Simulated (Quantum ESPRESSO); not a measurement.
# GaP (F-43m): a worked LO-TO splitting

How high does the longitudinal optical mode of GaP (F-43m) lie, given the transverse one, the Born charge and ε∞?

Main program and level: Quantum ESPRESSO 7.5; DFT LDA, scalar-relativistic, plane waves, PseudoDojo norm-conserving pseudopotentials.

### Step 1. The relaxed structure

The structure is cubic, space group F-43m (No. 216). Conventional cell: a = 5.387 Å, b = 5.387 Å, c = 5.387 Å, α = 90.00°, β = 90.00°, γ = 90.00°. Nearest to Ga lie 4 P at 2.33 Å. P has 4 Ga at 2.33 Å nearest. Farther neighbours are not listed.

As a file:

```
CELL_PARAMETERS angstrom
-2.69375 0.00000 2.69375
0.00000 2.69375 2.69375
-2.69375 2.69375 0.00000
ATOMIC_POSITIONS crystal
Ga 0.00000 0.00000 0.00000
P 0.25000 0.25000 0.25000
```

This is the cell after its relaxation at this level of theory, not the database cell from which that began.

### Step 2. What the response run gave

A linear-response run on the relaxed cell, with the response to an electric field; only its zone-centre results are used. Cutoff 80 Ry, k mesh 12×12×12.

Output:

```text
[banners, grids, parts of the stress and lines that vanish by symmetry left out]
Program PHONON v.7.5
     Reading xml data from directory:

[...]
Exchange-correlation= PW
                           (   1   4   0   0   0   0   0)
[...]
kinetic-energy cut-off    =      80.0000  Ry
     charge density cut-off    =     320.0000  Ry
     convergence threshold     =      1.0E-18
[...]
Exchange-correlation= PW
                           (   1   4   0   0   0   0   0)
[...]
q = (   0.0000000   0.0000000   0.0000000 )
     25 Sym.Ops. (with q -> -q+G )
     G cutoff =  840.1603  (  25605 G-vectors)     FFT grid: ( 45, 45, 45)
     number of k points=    72
[...]
Mode symmetry, T_d (-43m)  point group:
[...]
Dielectric constant
[...]
End of electric fields calculation
          Dielectric constant in cartesian axis
          (      10.790920989      -0.000000000       0.000000000 )
          (      -0.000000000      10.790920989       0.000000000 )
          (      -0.000000000      -0.000000000      10.790920989 )
          Effective charges (d Force / dE) in cartesian axis without acoustic sum rule applied (asr)
           atom    1  Ga    Mean Z*:        2.04584
      Ex  (        2.04584       -0.00000       -0.00000 )
      Ey  (       -0.00000        2.04584        0.00000 )
      Ez  (        0.00000        0.00000        2.04584 )
           atom    2  P     Mean Z*:       -2.05645
      Ex  (       -2.05645       -0.00000       -0.00000 )
      Ey  (       -0.00000       -2.05645        0.00000 )
      Ez  (        0.00000        0.00000       -2.05645 )
          Effective charges Sum: Mean:       -0.01061
[...]
Effective charges (d Force / dE) in cartesian axis with asr applied:
           atom    1  Ga    Mean Z*:        2.05115
[...]
atom    2  P     Mean Z*:       -2.05115
[...]
Representation #   1 modes #   1   2   3
[...]
End of self-consistent calculation
     Convergence has been achieved
     Representation #   2 modes #   4   5   6
[...]
End of self-consistent calculation
     Convergence has been achieved
[...]
Dielectric constant in cartesian axis
          (      10.790920989      -0.000000000       0.000000000 )
          (      -0.000000000      10.790920989       0.000000000 )
          (      -0.000000000      -0.000000000      10.790920989 )
          Effective charges (d Force / dE) in cartesian axis without acoustic sum rule applied (asr)
           atom    1  Ga    Mean Z*:        2.04584
      Ex  (        2.04584       -0.00000       -0.00000 )
      Ey  (       -0.00000        2.04584        0.00000 )
      Ez  (        0.00000        0.00000        2.04584 )
           atom    2  P     Mean Z*:       -2.05645
      Ex  (       -2.05645       -0.00000       -0.00000 )
      Ey  (       -0.00000       -2.05645        0.00000 )
      Ez  (        0.00000        0.00000       -2.05645 )
          Effective charges Sum: Mean:       -0.01061
[...]
Effective charges (d Force / dE) in cartesian axis with asr applied:
           atom    1  Ga    Mean Z*:        2.05115
[...]
atom    2  P     Mean Z*:       -2.05115
[...]
q = (    0.000000000   0.000000000   0.000000000 )
[...]
freq (    1) =      -0.086035 [THz] =      -2.869807 [cm-1]
     freq (    2) =      -0.086035 [THz] =      -2.869807 [cm-1]
     freq (    3) =      -0.086035 [THz] =      -2.869807 [cm-1]
     freq (    4) =      10.946102 [THz] =     365.122647 [cm-1]
     freq (    5) =      10.946102 [THz] =     365.122647 [cm-1]
     freq (    6) =      10.946102 [THz] =     365.122647 [cm-1]
[...]
Mode symmetry, T_d (-43m)  point group:
     freq (   1-   3) =         -2.9  [cm-1]   --> T_2  G_15 P_4   I+R
     freq (   4-   6) =        365.1  [cm-1]   --> T_2  G_15 P_4   I+R

   JOB DONE.
```

```csv
quantity,value
cell volume Ω (Å³),39.093
mass of Ga (u),69.723
mass of P (u),30.974
"Born charge of Ga, raw (e)",2.046
"Born charge of P, raw (e)",-2.056
ε∞,10.791
ω(TO) after the sum rule (cm⁻¹),365.1
```

### Step 3. The calculation

The charges must sum to zero over the cell; taking off their mean, -0.005 e, leaves Z* = 2.051 e on Ga. In the polar mode Ga moves against P, so the reduced mass is μ = 69.72 × 30.97 / 100.70 = 21.446 u.

A longitudinal wave builds up a field that adds to the restoring force: ω(LO)² = ω(TO)² + 4π Z*² / (μ Ω ε∞), in Hartree atomic units. With μ = 39094 electron masses and Ω = 263.81 bohr³ the second term is 4.7502e-07 Ha², or 22881 cm⁻² (1 Ha = 219474.6 cm⁻¹).

So ω(LO) = √(133320 + 22881) = 395.2 cm⁻¹, and by the Lyddane-Sachs-Teller relation ε₀ = ε∞ (ω(LO)/ω(TO))² = 12.64.

### Step 4. Check against the program

The analysis program adds the same non-analytic term to the full matrix, here for q along (1 0 0).

Output:

```text
[banner, memory and clock lines left out]
Program DYNMAT v.7.5

     Reading Dynamical Matrix from file g.dyn
     ...Force constants read
     ...epsilon and Z* read

     Polarizability (A^3 units)
     multiply by 0.234541 for Clausius-Mossotti correction
        30.458951   -0.000000   -0.000000
        -0.000000   30.458951   -0.000000
         0.000000    0.000000   30.458951

     IR activities are in (D/A)^2/amu units

# mode   [cm-1]    [THz]      IR
    1     -0.00   -0.0000    0.0000
    2      0.00    0.0000    0.0000
    3      0.00    0.0000    0.0000
    4    365.13   10.9462    4.5259
    5    365.13   10.9462    4.5259
    6    395.22   11.8484    4.5259
```

ε₀ comes from the program's run without a direction of q.

```csv
quantity,by hand,program
ω(LO) (cm⁻¹),395.2,395.2
ε₀,12.64,12.64
```

### Step 5. Outcome

```yaml
to_mode: 365.1 cm⁻¹
lo_mode: 395.2 cm⁻¹
static_dielectric_constant: 12.64
```

The LO mode of GaP (F-43m) lies at 395 cm⁻¹, 30 cm⁻¹ above the TO mode; the formula meets the program within 0.1 cm⁻¹, as it must for a cubic crystal with one polar mode. ω(LO)² − ω(TO)² goes with Z*²/ε∞: an error of 5 % in ε∞ would move the LO mode by 1.4 cm⁻¹, and semilocal functionals tend to overestimate ε∞. These are harmonic values at zero temperature, at the volume of this functional, for the structure held cubic; stability elsewhere in the zone is no part of this calculation.

[Host names and launcher messages were left out of these logs when they were recorded.]

[Logs are printed without paths, hosts, clocks, repeated set-up lines and the standing remarks that a program may print on its own settings, such as how far it seeks lower states.]

[Hosts, paths, dates, database ids (printed as entryN), source tags and the programs' standing remarks are cut or masked in the printed files.]
